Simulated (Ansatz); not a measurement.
# G0W0 on several functionals: Diamond (Fd-3m, 2 atoms a cell)

How much of the starting functional survives in the G0W0 gap of Diamond (Fd-3m, 2 atoms a cell)?

Main program and level: Ansatz 0.2.0; G0W0 on several functionals, plane waves, PAW.

In doubt: masses and optical values from hybrid runs of this build are listed as unsure (step 4), which bears on the screening that GW takes from such a start.

### 1. The structure

The structure is cubic, space group Fd-3m (No. 227). The conventional cell has a = 3.567 Å, b = 3.567 Å, c = 3.567 Å, α = 90.00°, β = 90.00°, γ = 90.00°. Nearest to C lie 4 C at 1.54 Å.

The cell and positions come from the Crystallography Open Database and are kept as given unless a step says otherwise.

### 2. G0W0 on LDA

Now the one-shot GW correction: screening in the RPA, then the self-energy of the levels asked for. This step takes PAW set soft_1 files.

This step: G0W0 on LDA, plane waves, PAW; PAW set soft_1.

File input.yaml:

```yaml
crystal:
  lattice:
    - [0.0, 1.78337, 1.78337]
    - [1.78337, 0.0, 1.78337]
    - [1.78337, 1.78337, 0.0]
  atoms:
    - { symbol: C, position: [0.0, 0.0, 0.0] }
    - { symbol: C, position: [0.25, 0.25, 0.25] }
kpoints:
  mp_grid: { grid: [8, 8, 8] }
hamiltonian:
  xc: lda
  pseudopotentials: { kind: paw, azcp: { folder: soft_1 }, xc_functional: pbe }
scf:
  occupations: { method: fixed }
gw:
  n_empty_bands: 33
  ecut_chi: 120
  qp_bands: [v2, c2]
  qp_kpoints: band_edges
  screening: { model: contour_deformation }
```

Launch:

```sh
ansatz run input.yaml --threads 3 --pin off --max-ram 92160MiB --backend cuda --events-out ev --progress --plain --runs-dir out --devices 1 --max-vram 13GiB
```

Numbers of over 12 decimals in the logs are rounded to 6 here.

What it wrote:

```text
GPUs: using 1 of 1 available (devices: 1).
Engine: ansatz 0.2.0, x86_64-unknown-linux-gnu
Pseudopotentials: kind: paw
Pseudopotential: C, paw, valence charge 4, recommended cutoff 420 eV (normal), soft_1/C.paw.azcp
Functional definition: SPW92
  exchange = slater_x
  correlation = pw_c
device memory: the entry about to start is reckoned to put 0.3 GiB on a device that reports 59.2 GiB free (of which the cap on the GPU budget leaves the run 13.0 GiB)
GPU FFT provider: cuFFT
GPU libraries: cuBLAS 13.8.2, cuFFT 12.4.0, cuSOLVER 12.3.4
Crystal: 2 atoms, lattice volume = 11.344 Å³
Basis set: ecut = 420 eV, 229 PW (Γ)
Bands: 8, of which v1, the nominal top of the filled ones, is band 4 counted from 1 (3 counted from 0)
Symmetry: 48 space group operations
Space group: Fd-3m (ITA 227), of the structure as read, at distance tolerance 2.2e-5 Å
k-points: 29 of 512
Non-local potential: C, projectors of the file, l = 0: 2, l = 1: 2, l = 2: 1
PAW form: soft (Blöchl's): semilocal exchange-correlation on the pseudo side does not see the compensation charge
PAW frozen core: C, regenerated for the run's functional, and the local potential with it (the file was generated under x = pbe(κ = 0.804, μ = 0.219515), c = pbe(β = 0.066725))
PAW one-centre angular grid: C, 110 points (default); XC on 64 Gauss nodes
Initial density: superposition of atomic densities (chi_scale 0.1, normalization cell)
Initial wavefunctions: pseudopotential atomic-orbital guess
GPU buffer pool allocated for 5832 grid points (all kernels)
GPU transforms: local potential and band sums: pruned to the plane-wave sphere, on 18×18×18
Functional: x = slater, c = lda
SCF iter   1: F=—  HF=-486.648620 eV  |F-HF|=—  |Δ(HF+E_count)|=         —  Δρ=1.40e-1  dr2=1.57e0  ethr=3.10e-3  ⟨swp⟩=4.0  Hψ=1375  notcnv=0  defer=45
preconditioner: auto → none  [insulator: Δε(μ)=4.936 eV  Ē_g=19.537 eV  n_scr=0 (ndim 8)  ℏωp=31.2 eV  f_vac=0.000  ε∞_Penn≈3.5]
SCF iter   2: F=—  HF=-486.047322 eV  |F-HF|=—  |Δ(HF+E_count)|=   6.01e-1  Δρ=5.33e-2  dr2=2.00e-1  ethr=3.10e-3  ⟨swp⟩=2.6  Hψ=632  notcnv=0  defer=43
SCF iter   3: F=—  HF=-485.975513 eV  |F-HF|=—  |Δ(HF+E_count)|=   7.18e-2  Δρ=5.64e-3  dr2=1.08e-3  ethr=2.49e-3  ⟨swp⟩=2.7  Hψ=409  notcnv=0  defer=52
SCF iter   4: F=—  HF=-485.975568 eV  |F-HF|=—  |Δ(HF+E_count)|=   5.48e-5  Δρ=1.24e-4  dr2=5.03e-7  ethr=1.35e-5  ⟨swp⟩=2.2  Hψ=316  notcnv=0  defer=56
SCF iter   5: F=—  HF=-485.975572 eV  |F-HF|=—  |Δ(HF+E_count)|=   4.60e-6  Δρ=6.10e-5  dr2=1.05e-7  ethr=1.25e-9  ⟨swp⟩=4.9  Hψ=1097  notcnv=0
SCF iter   6: F=-485.975572 eV  HF=-485.975572 eV  |F-HF|=1.05e-8  |Δ(HF+E_count)|=   2.03e-8  Δρ=2.43e-5  dr2=2.02e-8  ethr=1.25e-9  ⟨swp⟩=3.0  Hψ=890  notcnv=0
SCF 1 converged in 6 iterations: F = -485.975572 eV  dr2 = 2.02e-8
  greatest PAW one-centre occupation: 0.638 electrons in one spin orbital (limit 2), on the C atom at site 1 (counted from 0), in its partial waves of l = 0
device memory: the entry about to start is reckoned to put 0.4 GiB on a device that reports 58.6 GiB free (of which the cap on the GPU budget leaves the run 13.0 GiB)
NSCF: frozen V_eff on 29 k-points, pencils in batches of 32, up to order 32
the band table was solved once the SCF had ended and its energy, with any forces and stress, was formed, with the checks that follow a solve (1719 applications of the Hamiltonian). They found nothing against the state; the energy, forces and stress were not computed again (output.eigenvalues in the input reference)
device memory: the entry about to start is reckoned to put 0.5 GiB on a device that reports 57.5 GiB free (of which the cap on the GPU budget leaves the run 13.0 GiB)
NSCF: frozen V_eff on 29 k-points, pencils in batches of 32, up to order 168
G₀W₀ screening: q 1/29
[... further progress lines ...]
SCF converged after 6 iterations
Free energy (F): -485.975572 eV
Harris-Foulkes:  -485.975572 eV  (|F-HF|=1.05e-8)
Internal energy: -485.975572 eV  (E = F + TS)
E sigma→0 (E₀):  -485.975572 eV
Fermi energy:    13.093790 eV
--- Per-component energies (eV) ---
  E_band       = 33.464285
  E_kinetic    = 179.571848
  E_local      = -112.100900  (includes V_loc(G=0)·N_el)
  E_nonlocal   = 47.753648
  E_hartree    = 26.240984
  E_xc         = -94.671025
  E_vxc        = -117.229174  (∫ρ·V_xc dr)
  E_paw        = -184.934466  (= ΣΔE_a)
  E_vpaw       = -17.013773  (= ΣTr[D̂ρ^β])
  E_aug_tail   = 0.000037  (compensation charges beyond the density's cutoff)
  E_ewald      = -347.961363
  E_core_change = 0.125665  (= ΣΔE_core)
  E_smearing   = -0.000000  (= −TS)
  E_closure    = -0.000000  (closes the sum)
  Σ components = -485.975572   (vs F -485.975572, Δ=0.00e0)
--- Band table (eV; the first three rows and the last of 29) ---
  k-point 0: bands = ["-8.2428", "13.0938", "13.0938", "13.0938", "18.6329", "18.6329", "18.6329", "26.5700"]
  k-point 1: bands = ["-7.8108", "10.7026", "12.4418", "12.4418", "19.4851", "19.4851", "19.9290", "26.8681"]
  k-point 2: bands = ["-6.5271", "6.5546", "11.3486", "11.3486", "20.8147", "20.8147", "21.2697", "27.6252"]
  k-point 28: bands = ["1.3050", "1.3050", "4.7283", "4.7283", "23.5365", "23.5365", "25.3956", "25.3956"]
--- G₀W₀: contour deformation, 6 samples at zero and on the imaginary axis and 2 off it, 512 q-points, 33 empty bands' worth ---
  eigenvalues of the whole cell's RPA ε∞ on this k-mesh (on a slab, of 1 + 4πα/V) = 5.8006, 5.8006, 5.8006; static W/v taken at q = 0 is 0.172396
  bands read: the sum over 37 bands ends inside a degenerate multiplet in 7 slots, whose members it reads at an even weight; the widest, k=0: bands 37 to 38 (counted from 1) at 1/2 each
  gw.qp_kpoints: band_edges: 12 of 29 stored k-points solved, in 1 pass; an edge of the gap read off the rows below is read off those points alone
    valence top: of the k-points left out ik 11 came nearest to being solved in a further pass, in band 4 (counted from 1, as in the quasiparticle table): it holds the edge there only if its correction is more favourable than any solved in that band by at least 0.756 eV; those differ by 0.566 eV
    conduction bottom: of the k-points left out ik 18 came nearest to being solved in a further pass, in band 5 (counted from 1, as in the quasiparticle table): it holds the edge there only if its correction is more favourable than any solved in that band by at least 0.776 eV; those differ by 0.647 eV
    ik  band        ε_KS         Σx   Σc(E_QP)       V_xc       Z   E_QP_lin       E_QP  E_QP is
     0     3     13.0938   -20.0769     1.8850   -18.0019  0.8287    12.9037    12.9038  root
     0     4     13.0938   -20.0769     1.8850   -18.0019  0.8287    12.9037    12.9038  root
     0     5     18.6329   -10.2956    -4.9308   -16.7006  0.8290    20.1166    20.1069  root
     0     6     18.6329   -10.2956    -4.9308   -16.7006  0.8290    20.1166    20.1069  root
     1     3     12.4418   -20.0714     2.0390   -17.8020  0.8270    12.2112    12.2114  root
     1     4     12.4418   -20.0714     2.0390   -17.8020  0.8270    12.2112    12.2114  root
     1     5     19.4851   -10.2219    -5.1718   -16.9184  0.8259    21.0212    21.0098  root
     1     6     19.4851   -10.2219    -5.1718   -16.9184  0.8259    21.0212    21.0098  root
     2     3     11.3486   -20.3541     2.4177   -17.6094  0.8232    11.0212    11.0216  root
     2     4     11.3486   -20.3541     2.4177   -17.6094  0.8232    11.0212    11.0216  root
     2     5     20.8147    -9.7226    -5.6288   -16.9515  0.8212    22.4296    22.4148  root
     2     6     20.8147    -9.7226    -5.6288   -16.9515  0.8212    22.4296    22.4148  root
     3     3     10.5673   -20.6569     2.7193   -17.5343  0.8202    10.1633    10.1640  root
     3     4     10.5673   -20.6569     2.7193   -17.5343  0.8202    10.1633    10.1640  root
     3     5     21.4065    -9.1712    -5.7901   -16.5499  0.8217    23.0102    22.9951  root
     3     6     21.4065    -9.1712    -5.7901   -16.5499  0.8217    23.0102    22.9951  root
     4     3     10.2952   -20.7736     2.8260   -17.5176  0.8191     9.8644     9.8652  root
     4     4     10.2952   -20.7736     2.8260   -17.5176  0.8191     9.8644     9.8652  root
     4     5     21.4807    -8.9599    -5.7876   -16.3127  0.8232    23.0606    23.0460  root
     4     6     21.4807    -8.9599    -5.7876   -16.3127  0.8232    23.0606    23.0460  root
     5     3     11.3683   -20.0272     2.2835   -17.4394  0.8241    11.0636    11.0640  root
     5     4     11.8112   -20.7846     2.3876   -18.0194  0.8235    11.4330    11.4336  root
     5     5     18.2318   -10.2242    -4.8519   -16.4345  0.8315    19.5981    19.5902  root
     5     6     20.8304   -10.2094    -5.5097   -17.3235  0.8203    22.4496    22.4348  root
[...]
27     3      5.7637   -20.9997     4.0219   -16.2460  0.7968     5.0275     5.0319  root
    27     4      5.7637   -20.9997     4.0219   -16.2460  0.7968     5.0275     5.0319  root
    27     5     19.9019    -8.8503    -5.3148   -15.3069  0.8338    21.0504    21.0436  root
    27     6     19.9019    -8.8503    -5.3148   -15.3069  0.8338    21.0504    21.0436  root
    28     3      4.7283   -20.7083     4.2547   -15.6973  0.7891     3.9664     3.9721  root
    28     4      4.7283   -20.7083     4.2547   -15.6973  0.7891     3.9664     3.9721  root
    28     5     23.5365    -7.7573    -6.1259   -15.3154  0.8193    24.9838    24.9687  root
    28     6     23.5365    -7.7573    -6.1259   -15.3154  0.8193    24.9838    24.9687  root
```

Wall time 14 s (1 × NVIDIA H100 80GB HBM3 (shared by 6 runs) with 3 threads of AMD EPYC 7R13 (Zen 3), shared host); peak memory 0.92 GiB.

This step gave:

- bands summed: 37
- RPA ε∞ on this mesh (eigenvalues): 5.801, 5.801, 5.801
- plane waves in the screening matrix: 27
- q-points in the mesh: 512
- G0W0 gap on the mesh: 5.300 eV
- k of the valence top: 0, 0, 0
- k of the conduction bottom: 0, 0.375, 0.375
- starting gap on the mesh: 4.107 eV
- Z at the valence top: 0.8287
- Z at the conduction bottom: 0.8398
- least direct G0W0 gap on the computed points: 7.203 eV

The gap on the mesh goes from 4.11 eV to 5.30 eV, a correction of +1.19 eV. Between the two edge states, bare exchange in place of the xc potential would open the gap by 7.80 eV, and correlation takes back 6.60 eV.

### 3. G0W0 on PBE

One-shot GW remembers its start. Another functional's orbitals and levels show by how much.

This step: G0W0 on PBE, plane waves, PAW; PAW set soft_1.

input.yaml: that of step 2 with these lines changed.

```diff
@@ -11,4 +11,4 @@
 hamiltonian:
-  xc: lda
-  pseudopotentials: { kind: paw, azcp: { folder: soft_1 }, xc_functional: pbe }
+  xc: pbe
+  pseudopotentials: { kind: paw, azcp: { folder: soft_1 } }
 scf:
```

What it wrote:

```text
GPUs: using 1 of 1 available (devices: 1).
[...]
GPU FFT provider: cuFFT
GPU libraries: cuBLAS 13.8.2, cuFFT 12.4.0, cuSOLVER 12.3.4
Crystal: 2 atoms, lattice volume = 11.344 Å³
Basis set: ecut = 420 eV, 229 PW (Γ)
Bands: 8, of which v1, the nominal top of the filled ones, is band 4 counted from 1 (3 counted from 0)
[... 1 set-up line as in the run before ...]
[...]
k-points: 29 of 512
[...]
GPU buffer pool allocated for 5832 grid points (all kernels)
[...]
SCF iter   1: F=—  HF=-502.167542 eV  |F-HF|=—  |Δ(HF+E_count)|=         —  Δρ=1.39e-1  dr2=1.54e0  ethr=3.10e-3  ⟨swp⟩=4.0  Hψ=1373  notcnv=0  defer=47
[...]
SCF iter   5: F=-501.613649 eV  HF=-501.613649 eV  |F-HF|=6.66e-8  |Δ(HF+E_count)|=   2.09e-6  Δρ=3.58e-5  dr2=3.50e-8  ethr=1.25e-9  ⟨swp⟩=5.0  Hψ=1115  notcnv=0
SCF 1 converged in 5 iterations: F = -501.613649 eV  dr2 = 3.50e-8
[...]
NSCF: frozen V_eff on 29 k-points, pencils in batches of 32, up to order 32
[...]
G₀W₀ screening: q 1/29
[... further progress lines ...]
SCF converged after 5 iterations
Free energy (F): -501.613649 eV
[...]
Internal energy: -501.613649 eV  (E = F + TS)
E sigma→0 (E₀):  -501.613649 eV
Fermi energy:    13.347481 eV
[...]
--- Band table (eV; the first three rows and the last of 29) ---
[...]
0     3     13.3475   -20.0923     1.9366   -17.7677  0.8297    12.9589    12.9594  root
     0     4     13.3475   -20.0923     1.9366   -17.7677  0.8297    12.9589    12.9594  root
     0     5     18.9397   -10.2647    -4.8744   -16.3866  0.8298    20.1939    20.1871  root
     0     6     18.9397   -10.2647    -4.8744   -16.3866  0.8298    20.1939    20.1871  root
     1     3     12.6943   -20.0846     2.0883   -17.5688  0.8279    12.2661    12.2668  root
     1     4     12.6943   -20.0846     2.0883   -17.5688  0.8279    12.2661    12.2668  root
     1     5     19.7965   -10.1919    -5.1111   -16.5994  0.8266    21.1010    21.0930  root
     1     6     19.7965   -10.1919    -5.1111   -16.5994  0.8266    21.1010    21.0930  root
[...]
28     3      5.0186   -20.7255     4.2987   -15.4497  0.7904     4.0323     4.0416  root
    28     4      5.0186   -20.7255     4.2987   -15.4497  0.7904     4.0323     4.0416  root
    28     5     23.9675    -7.7279    -6.0540   -14.8953  0.8195    25.0900    25.0809  root
    28     6     23.9675    -7.7279    -6.0540   -14.8953  0.8195    25.0900    25.0809  root
```

Wall time 14 s (1 × NVIDIA H100 80GB HBM3 (shared by 6 runs) with 3 threads); peak memory 0.96 GiB.

Numbers from this step:

```yaml
bands_summed: 37
rpa_eps_infinity_on_this_mesh_eigenvalues: 5.772, 5.772, 5.772
plane_waves_in_the_screening_matrix: 27
q_points_in_the_mesh: 512
g0w0_gap_on_the_mesh: 5.330 eV
k_of_the_valence_top: 0, 0, 0
k_of_the_conduction_bottom: 0, 0.375, 0.375
starting_gap_on_the_mesh: 4.141 eV
z_at_the_valence_top: 0.8297
z_at_the_conduction_bottom: 0.8405
least_direct_g0w0_gap_on_the_computed_points: 7.228 eV
```

Against the run with 8×8×8 mesh, 33 empty bands, screening to 120 eV, PAW set soft_1 files on LDA, the gap moves by +0.03 eV, while the start moved by +0.03 eV.

### 4. G0W0 on HSE06

This step: G0W0 on HSE06, plane waves, PAW; PAW set soft_1.

input.yaml: that of step 3 with these lines changed.

```diff
@@ -11,3 +11,3 @@
 hamiltonian:
-  xc: pbe
+  xc: hse06
   pseudopotentials: { kind: paw, azcp: { folder: soft_1 } }
```

What it wrote:

```text
GPUs: using 1 of 1 available (devices: 1).
[...]
davidson cushion auto → on  (no smearing: the cushion is to keep the highest requested band from converging to the state above it; pin scf.eigensolver.cushion to override)
[...]
GPU FFT provider: cuFFT
GPU libraries: cuBLAS 13.8.2, cuFFT 12.4.0, cuSOLVER 12.3.4
Crystal: 2 atoms, lattice volume = 11.344 Å³
Basis set: ecut = 420 eV, 229 PW (Γ)
[...]
1     5     20.6217   -10.0239    -4.8521   -15.6004  0.8449    21.3480    21.3460  root
     1     6     20.6217   -10.0239    -4.8521   -15.6004  0.8449    21.3480    21.3460  root
[...]
28     3      3.6890   -20.7362     3.9058   -16.7465  0.8130     3.6051     3.6052  root
    28     4      3.6890   -20.7362     3.9058   -16.7465  0.8130     3.6051     3.6052  root
    28     5     24.8835    -7.5577    -5.6485   -13.6837  0.8402    25.3622    25.3610  root
    28     6     24.8835    -7.5577    -5.6485   -13.6837  0.8402    25.3622    25.3610  root
[key lines of the parts left out:]
Free energy (F): -501.762071 eV
Fermi energy:    12.726965 eV
```

Run time: 33 s. Hardware: 1 × NVIDIA H100 80GB HBM3 (shared by 6 runs) with 3 threads; peak memory 1.1 GiB; 25 s of CPU time.

This step gave:

```yaml
bands_summed: 37
rpa_eps_infinity_on_this_mesh_eigenvalues: 4.994, 4.994, 4.994
plane_waves_in_the_screening_matrix: 27
g0w0_gap_on_the_mesh: 5.734 eV
k_of_the_valence_top: 0, 0, 0
k_of_the_conduction_bottom: 0, 0.375, 0.375
starting_gap_on_the_mesh: 5.289 eV
least_direct_g0w0_gap_on_the_computed_points: 7.695 eV
```

Against the run with 8×8×8 mesh, 33 empty bands, screening to 120 eV, PAW set soft_1 files on PBE, the gap moves by +0.40 eV, while the start moved by +1.15 eV.

### 5. Side by side

All on the 8×8×8 mesh with 33 empty bands and screening to 120 eV. Times are wall times on 1 × NVIDIA H100 80GB HBM3 (shared by 6 runs) with 3 threads of AMD EPYC 7R13 (Zen 3), shared host, good to a factor of about two.

```tsv
start	starting gap (eV)	shift (eV)	G0W0 gap (eV)	RPA ε∞ (harmonic mean)	Z (valence, conduction)	time
LDA	4.11	+1.19	5.30	5.80	0.83, 0.84	14 s
PBE	4.14	+1.19	5.33	5.77	0.83, 0.84	14 s
HSE06	5.29	+0.45	5.73	4.99	0.85, 0.86	33 s
```

How the two edges are built up, in eV (the quasiparticle level is the starting level plus Σx plus Σc less Vxc):

```tsv
run	edge	start	Σx	Σc	Vxc	Z	QP
LDA	valence top	13.09	-20.08	1.89	-18.00	0.83	12.90
LDA	conduction bottom	17.20	-9.65	-4.72	-15.37	0.84	18.20
PBE	valence top	13.35	-20.09	1.94	-17.77	0.83	12.96
PBE	conduction bottom	17.49	-9.61	-4.67	-15.09	0.84	18.29
HSE06	valence top	12.73	-20.17	1.89	-18.28	0.85	12.73
HSE06	conduction bottom	18.02	-9.43	-4.48	-14.36	0.86	18.46
```

For a hybrid start, Vxc holds its share of exact exchange.

### 6. Results

```
G0W0@LDA     : 5.30 eV (start 4.11 eV)
G0W0@PBE     : 5.33 eV (start 4.14 eV)
G0W0@HSE06   : 5.73 eV (start 5.29 eV)
known limits : not at the basis limit
```

In words: The starting gaps span 1.18 eV and the G0W0 gaps 0.43 eV. Between LDA and HSE06, 0.43 eV of the 1.18 eV survives, 37 %. HSE06 screens less than LDA (ε∞ 4.99 against 5.80). Of the 0.43 eV by which its G0W0 gap is higher, the correlation part gives +0.23 eV, and exchange with the one-particle terms, which follow the orbitals, +0.20 eV. The smallest correction, +0.45 eV, is on HSE06, the start nearest to reproducing itself. Bands and cutoff are finite, so the gap is not at the basis limit. The miss can reach some tenths of an eV and take either sign; the mesh is an error of its own.

[Paths, hosts, dates, memory and timing lines, banners, echoed tables and standing remarks are left out of the program output.]

[Logs are printed without paths, hosts, clocks, repeated set-up lines and the standing remarks that a program may print on its own settings, such as how far it seeks lower states.]

[Runs of the session that timed out or met a known fault of the program may be left out.]

[Cells called generated may have been cut or substituted from an entry of the Crystallography Open Database or the Materials Project.]

[Hosts, paths, dates, database ids (printed as entryN), source tags and the programs' standing remarks are cut or masked in the printed files.]
